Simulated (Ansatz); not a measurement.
# Transmission past a defect: Mo wire along [100], 2 atoms a period, vacancy of one Mo, part 2 of 2

Aim: how much does this defect scatter, and at which energies?

Ansatz 0.2.0; DFT PBE, plane waves, PAW; relaxation of a wire's period (the session's first sound run).

So far. Step 3 (The wire at its relaxed period): At the computed energy nearest the Fermi level there are 0 channels a spin, and the thermal average gives 0.0612 G₀; the gap is 0.21 eV. Step 4 (Relaxation of the scattering region): The largest force component on a free atom ends at 0.026 eV/Å, under the limit of 0.06.  1 atom of the wire itself, hydrogen apart, moved by over 0.45 Å, up to 0.56 Å.

### Step 5. Transmission

This step: DFT PBE, plane waves, PAW; transmission of a junction in a wire (Ansatz 0.2.0).

The cell is now read as a scatterer between two semi-infinite leads, named by two sites one period apart. The scattering states in its self-consistent potential are matched to the leads' states at each energy. One point across is taken, as for a wire in vacuum.

File input.yaml:

```yaml
crystal:
  lattice:
    - [8.38, 0.0, 0.0]
    - [0.0, 8.38, 0.0]
    - [0.0, 0.0, 27.837210729]
  atoms:
    - { symbol: Mo, position: [0.432941227, 0.432941227, 0.0] }
    - { symbol: Mo, position: [0.567058773, 0.567058773, 0.055555556] }
    - { symbol: Mo, position: [0.432941227, 0.432941227, 0.111111111] }
    - { symbol: Mo, position: [0.567058773, 0.567058773, 0.166666667] }
    - { symbol: Mo, position: [0.432941227, 0.432941227, 0.222222222] }
    - { symbol: Mo, position: [0.567058773, 0.567058773, 0.277777778] }
    - { symbol: Mo, position: [0.4411287763, 0.4413172959, 0.3361342035], spin: 0.4 }
    - { symbol: Mo, position: [0.5866189716, 0.5867226954, 0.3910413603], spin: -0.43 }
    - { symbol: Mo, position: [0.4810113823, 0.4814998152, 0.4522883887], spin: 1.16 }
    - { symbol: Mo, position: [0.4261470717, 0.4256493925, 0.5586357556], spin: -0.85 }
    - { symbol: Mo, position: [0.5652929481, 0.5654665902, 0.6046263817], spin: 0.37 }
    - { symbol: Mo, position: [0.432941227, 0.432941227, 0.666666667] }
    - { symbol: Mo, position: [0.567058773, 0.567058773, 0.722222222] }
    - { symbol: Mo, position: [0.432941227, 0.432941227, 0.777777778] }
    - { symbol: Mo, position: [0.567058773, 0.567058773, 0.833333333] }
    - { symbol: Mo, position: [0.432941227, 0.432941227, 0.888888889] }
    - { symbol: Mo, position: [0.567058773, 0.567058773, 0.944444444] }
magnetization:
  spin_polarized: true
kpoints:
  mp_grid: { grid: [1, 1, 3] }
scf:
  occupations: { method: fermi_dirac, width: 0.05 }
hamiltonian:
  xc: pbe
output:
  transmission:
    e_range: [-1.26, 1.26]
    de: 0.035
    kmesh: [1, 1]
    reduced_basis: true
    leads: [[15, 0]]
  dos: { projected: true, e_range: [-4, 3] }
  write_potential: true
  write_density: true
  volumetric_format: npy
  elf: true
basis:
  ecutwfc: "350 eV"
```

Launch:

```bash
> ansatz run input.yaml --threads 4 --pin off --max-ram 16384MiB --backend cpu --events-out ev --progress --plain --runs-dir out
```

Wall time 9.1 min (4 threads of Arm Neoverse V1, shared host); peak memory 4.5 GiB; 31 min of CPU time.

Numbers from this step:

- energy at zero smearing: -84198.4066 eV
- total moment: 0.4727 μB
- absolute moment: 8.219 μB
- transmission at the energy nearest the Fermi level, spin up: 0
- transmission at the energy nearest the Fermi level, spin down: 0
- channels at the energy nearest the Fermi level, spin up: 0
- channels at the energy nearest the Fermi level, spin down: 0
- step of the lead's Hamiltonian: 57.8 meV
- slowest decay in the lead at the energy nearest the Fermi level: 0.0503 Å⁻¹
- conductance of the junction: 0.009740 G₀

Table of transmission by energy, zero at the Fermi level:

| energy (eV) | spin up | spin down |
| --- | --- | --- |
| -1.26 | 0.943 | 0.724 |
| -1.19 | 0.947 | 0.777 |
| -1.12 | 0.951 | 0.816 |
| -1.05 | 0.954 | 0.847 |
| -0.98 | 0.969 | 0.876 |
| -0.91 | 1.26 | 0.905 |
| -0.88 | 1.49 | 0.924 |
| -0.84 | 1.21 | 0.949 |
| -0.77 | 1.04 | 1.06 |
| -0.70 | 0.986 | 1.31 |
| -0.63 | 0.944 | 1.08 |
| -0.59 | 0.920 | 1.00 |
| -0.53 | 0.854 | 0.930 |
| -0.46 | 0.754 | 0.869 |
| -0.39 | 0.615 | 0.765 |
| -0.32 | 0.405 | 0.667 |
| -0.24 | 0.245 | 0.365 |
| -0.17 | 0 | 0 |
| -0.10 | 0 | 0 |
| -0.04 | 0 | 0 |
| 0.00 | 0 | 0 |
| 0.04 | 0 | 3.2e-8 |
| 0.10 | 0.318 | 0.00597 |
| 0.17 | 0.484 | 0.00831 |
| 0.24 | 0.574 | 0.00860 |
| 0.32 | 0.660 | 0.379 |
| 0.39 | 1.01 | 0.608 |
| 0.46 | 1.09 | 0.659 |
| 0.53 | 1.17 | 0.693 |
| 0.59 | 1.25 | 0.746 |
| 0.63 | 1.28 | 0.774 |
| 0.70 | 1.35 | 0.828 |
| 0.77 | 1.39 | 0.870 |
| 0.81 | 1.39 | 0.873 |
| 0.84 | 1.39 | 0.852 |
| 0.91 | 1.38 | 0.406 |
| 0.98 | 1.45 | 0.671 |
| 1.05 | 1.33 | 0.736 |
| 1.12 | 1.31 | 0.793 |
| 1.19 | 1.44 | 0.946 |
| 1.23 | 1.83 | 0.997 |
| 1.26 | 1.44 | 1.06 |

The open channels of the lead by energy, zero at the Fermi level:

| energy (eV) | spin up | spin down |
| --- | --- | --- |
| -1.26 | 3 | 3 |
| -1.19 | 3 | 3 |
| -1.12 | 3 | 3 |
| -1.05 | 3 | 3 |
| -0.98 | 3 | 3 |
| -0.91 | 3 | 3 |
| -0.84 | 2 | 2 |
| -0.77 | 2 | 2 |
| -0.70 | 2 | 2 |
| -0.63 | 2 | 2 |
| -0.59 | 2 | 2 |
| -0.53 | 2 | 2 |
| -0.46 | 2 | 2 |
| -0.39 | 2 | 2 |
| -0.32 | 2 | 2 |
| -0.24 | 2 | 2 |
| -0.17 | 0 | 0 |
| -0.10 | 0 | 0 |
| -0.04 | 0 | 0 |
| 0.00 | 0 | 0 |
| 0.04 | 0 | 1 |
| 0.10 | 2 | 2 |
| 0.17 | 2 | 2 |
| 0.24 | 2 | 2 |
| 0.32 | 2 | 2 |
| 0.39 | 4 | 3 |
| 0.46 | 4 | 4 |
| 0.53 | 4 | 4 |
| 0.59 | 4 | 4 |
| 0.63 | 4 | 4 |
| 0.70 | 4 | 4 |
| 0.77 | 4 | 4 |
| 0.84 | 4 | 4 |
| 0.91 | 6 | 4 |
| 0.98 | 4 | 4 |
| 1.05 | 4 | 4 |
| 1.12 | 4 | 4 |
| 1.19 | 4 | 4 |
| 1.26 | 4 | 4 |

Projected DOS an atom over height of the atomic layer and energy from the Fermi level.  broadened by a Gaussian of 0.15 eV, since few k-points sample the long cell.

Values in states/eV, 12 rows by 16 columns, each cell a mean:
```
1.82 1.88 1.87 1.84 1.97 1.89 1.68 1.74 1.70 1.89 1.97 2.07 2.01 1.87 1.87 1.88
2.41 2.41 2.43 2.29 2.07 2.12 2.04 1.89 1.78 1.91 2.13 2.23 2.13 2.32 2.46 2.45
1.47 1.46 1.54 1.59 1.54 1.48 1.51 1.31 1.38 0.98 1.22 1.30 1.37 1.46 1.44 1.39
0.69 0.64 0.66 0.63 0.62 0.58 0.63 0.65 1.14 0.82 0.77 0.71 0.66 0.64 0.66 0.65
0.63 0.59 0.55 0.50 0.53 0.51 0.65 1.06 2.19 1.23 0.88 0.71 0.60 0.57 0.61 0.60
0.66 0.92 0.75 0.79 0.77 0.81 0.83 1.37 1.76 0.81 0.69 0.71 0.73 0.81 0.72 0.95
1.65 1.44 1.60 1.68 1.63 1.60 1.61 1.69 1.56 1.78 1.71 1.62 1.64 1.64 1.57 1.41
2.17 2.03 2.05 2.17 2.31 2.55 2.50 1.97 1.59 2.15 2.59 2.39 2.14 2.19 2.18 2.05
2.36 2.58 2.49 2.22 2.29 2.58 2.74 2.62 2.19 2.81 2.67 2.85 2.52 2.19 2.43 2.59
3.04 2.99 3.04 3.21 3.17 2.71 2.47 2.43 1.97 2.26 2.30 2.60 3.15 3.26 3.07 3.01
1.11 1.07 1.04 1.02 0.87 0.69 0.65 0.69 0.61 0.61 0.57 0.62 0.80 0.93 0.97 1.01
0.10 0.21 0.32 0.21 0.13 0.25 0.41 0.39 0.34 0.40 0.38 0.18 0.10 0.25 0.31 0.20
```
Columns: height of the atomic layer (Å) from 0 to 26.3 (not evenly spaced); rows upwards: energy from the Fermi level (eV) from -3.98 to 1.47.

Site moment by atom:

```csv
atom,site moment (μB)
Mo1,0.00
Mo2,-0.01
Mo3,0.02
Mo4,-0.03
Mo5,0.08
Mo6,-0.14
Mo7,0.41
Mo8,-0.43
Mo9,1.17
Mo10,-0.86
Mo11,0.37
Mo12,-0.38
Mo13,0.14
Mo14,-0.09
Mo15,0.02
Mo16,-0.02
Mo17,0.00
```

Spin density in the ca plane at fractional y = 0.426, with atoms of Mo within 0.2 Å of it.

Ten even steps from '0' (-0.41 e/Å³) to '9' (0.54 e/Å³), each cell a mean:
```
44444444444444444444444444444444444444444444
44444444444444444444444444444444444444444444
44444444444444444444444444444444444444444444
44444444444444444444444444444444444444444444
44444444444444444444444444444444444444444444
44444444444444444444444444444444444444444444
44444444444444444444444444444444444444444444
44444444444444444444444444444444444444444444
45555444444444444444444444444444444444444444
56765444333344444433444444444444444444444444
58986444322334444333444444444444444444444444
69975443200234443223344444344444444444444444
69965443200123443223334443343444444444444444
67754443211013444332234444443444444444444444
55554444331013444432334444444444444444444444
44444444332233444433344444444444444444444444
44444444443334444444444444444444444444444444
44444444444444444444444444444444444444444444
44444444444444444444444444444444444444444444
44444444444444444444444444444444444444444444
44444444444444444444444444444444444444444444
44444444444444444444444444444444444444444444
44444444444444444444444444444444444444444444
```
Columns run along c (16.0 Å, from fractional 0.43 to 1.00 of the cell), rows up along a (8.4 Å). Atoms in or near the plane, at fractional coordinates: Mo at (0.56, 0.43), Mo at (0.67, 0.43), Mo at (0.78, 0.43), Mo at (0.89, 0.43).

Electrostatic potential energy in the ca plane at fractional y = 0.426, with atoms of Mo within 0.2 Å of it. With pseudopotentials it is smooth inside the atoms' cores, unlike the true potential.

Values in eV, 12 rows by 16 columns, each cell a mean:
```
  4   4   4   4   4   4   4   4   3   3   3   3   3   3   3   3
  4   4   4   4   4   3   4   4   3   3   3   3   3   3   3   3
  4   4   4   4   3   3   4   3   3   3   3   3   3   3   3   3
  3   3   4   4   2   2   4   3   1   3   3   1   3   3   1   3
 -4  -3   3   2  -1  -2   1   0  -2   0   0  -2   0   0  -2   0
-32 -28  -1 -18 -15  -4 -22 -16  -4 -21 -18  -4 -19 -20  -3 -17
-37 -32  -5 -53 -42  -6 -54 -42  -4 -51 -46  -4 -47 -50  -4 -43
 -7  -6  -2 -40 -30  -2 -38 -27  -1 -35 -30  -1 -32 -34  -1 -28
  2   2   2  -4  -2   2  -3  -2   2  -3  -2   2  -3  -3   2  -2
  3   3   3   2   3   3   2   2   3   2   2   3   2   2   3   2
  4   4   4   3   3   3   3   3   3   3   3   3   3   3   3   3
  4   4   4   4   4   4   3   3   3   3   3   3   3   3   3   3
```
Columns run along c (16.0 Å, from fractional 0.43 to 1.00 of the cell; values clipped at the 3rd and 97th percentile), rows up along a (8.4 Å). Atoms in or near the plane, at fractional coordinates: Mo at (0.56, 0.43), Mo at (0.67, 0.43), Mo at (0.78, 0.43), Mo at (0.89, 0.43).

ELF in the ca plane at fractional y = 0.426, with atoms of Mo within 0.2 Å of it. It is the smooth field of the valence electrons, not physical close to the nuclei.

Ten even steps from '0' (0.00) to '9' (0.73), each cell a mean:
```
00000000000000000000000000000000000000000000
00000000000000000000000000000000000000000000
11100000000000000000000000000000000000000000
23210000000111111111000001111000001111000011
45431000011111112222111111222111112221111112
66642111123222223443211113443211123443211134
77643222344432224565421124565321235664211246
76433334456542234666532235776422246775322357
64332245556653235656643246666532356666422466
45653245434554345534554345444543455445533554
48995244345555444466555454565455545654555545
59997343589864544899745546998546448997455469
59996343796884535967844538868635359678444488
36774442697884434988944438979634359889344389
33433442489963433799733425898434337996234269
33334542245533442344323422443234323443244224
33334432222223442211123321111134321111233211
22233332211123332111112221111122211111222211
11122221111112221111111111111111111111111111
00111111111111110000000000000000000000000000
00000000000000000000000000000000000000000000
00000000000000000000000000000000000000000000
00000000000000000000000000000000000000000000
```
Columns run along c (16.0 Å, from fractional 0.43 to 1.00 of the cell), rows up along a (8.4 Å). Atoms in or near the plane, at fractional coordinates: Mo at (0.56, 0.43), Mo at (0.67, 0.43), Mo at (0.78, 0.43), Mo at (0.89, 0.43).

By hand: the program gives 1.0746 × 10^12 S/m² over the cell's cross-section of 70.22 Å² = 7.022 × 10^-19 m², so one cell conducts 7.546 × 10^-7 S. Divided by G0 = 2e²/h = 7.748 × 10^-5 S this is 0.00974 G0, a resistance of 1325 kΩ.

The conductance is 0.00974 G₀, with 0 spin-up and 0 spin-down channels open in the lead; the transmission at the nearest energy alone would give 0 G₀, so T(E) varies within the thermal window. The lead that this run cuts from its own cell is not the perfect wire: it conducts 0.272 G₀ against 0.0612 G₀ and steps by 58 meV, through another magnetic order, a shifted level or moved atoms, so the run fails as a measure of the defect. The lead's Hamiltonian steps by 57.8 meV, which the program calls too much for a lead. The largest term of the program's error estimate is 394 %.

### Step 6. The perfect wire

This step: DFT PBE, plane waves, PAW; channels and complex bands of a perfect wire; changed: scf.occupations = null, scf.max_iter = 80 (Ansatz 0.2.0).

System of this step: Mo wire along [100], 2 atoms a period. The cell holds 2 atoms: 2 Mo. Its edges and angles: a = 8.380 Å, b = 8.380 Å, c = 3.093 Å, α = 90.0°, β = 90.0°, γ = 90.0°. Vacuum lies along a and b. The structure's axis is c.

The input of the run on the perfect lead is made doubtful on purpose.

File input.yaml:

```yaml
crystal:
  lattice:
    - [8.38, 0.0, 0.0]
    - [0.0, 8.38, 0.0]
    - [0.0, 0.0, 3.0930234143]
  atoms:
    - { symbol: Mo, position: [0.432941227, 0.432941227, 0.0] }
    - { symbol: Mo, position: [0.567058773, 0.567058773, 0.5] }
kpoints:
  mp_grid: { grid: [1, 1, 26] }
scf:
  max_iter: 80
hamiltonian:
  xc: pbe
output:
  transmission:
    e_range: [-1.26, 1.26]
    de: 0.035
    kmesh: [1, 1]
    reduced_basis: true
    leads: [[0, 0]]
basis:
  ecutwfc: "350 eV"
```

The job ended after 0.03 s (4 threads; peak memory 0.022 GiB).

The program refused the input before any cycle.

The program's message: “Error: YAML parse error: `scf.occupations.method` is required: fixed only where the cell keeps a band gap throughout the run, explicit beside scf.occupations.values (under evaluate: without them), els …”

The change that led to it: scf.occupations = null.

### Step 7. Outcome

* conductance of the perfect wire: 0.0612 G₀
* conductance, vacancy of one Mo: 0.00974 G₀ (on a lead unlike the perfect wire, no measure of the defect) (one error term of 394 %, so a rough value at best)

**Reading.** The lead that this run cuts from its own cell is not the perfect wire: it conducts 0.272 G₀ against 0.0612 G₀ and steps by 58 meV, through another magnetic order, a shifted level or moved atoms, so the run fails as a measure of the defect. A plain interpolation of the computed T(E) gives 0.00861 G₀ for that run; the program's 0.00974 G₀ comes from its own average, which also places band edges between the computed energies. Transport is coherent and elastic here: the atoms are frozen, so scattering by vibrations plays no part. The free region is short: held atoms still bear up to 0.8 eV/Å after a relaxation. No search over magnetic orders was made; another may lie lower. In 1 run the program finds the step of the lead's Hamiltonian too large, so longer leads may change the transmission. One term of the program's error estimate for a conductance, of a junction or of the perfect wire, reaches 394 % in this session. A cutoff under the files' recommended one was taken to save time; its effect on T(E) was not tested here. The second SCF at the leads' temperature was given up in a run, so its level rests on the typed smearing.

[Logs are printed without paths, hosts, clocks, repeated set-up lines and the standing remarks that a program may print on its own settings, such as how far it seeks lower states.]

[Hosts, paths, dates, database ids (printed as entryN), source tags and the programs' standing remarks are cut or masked in the printed files.]
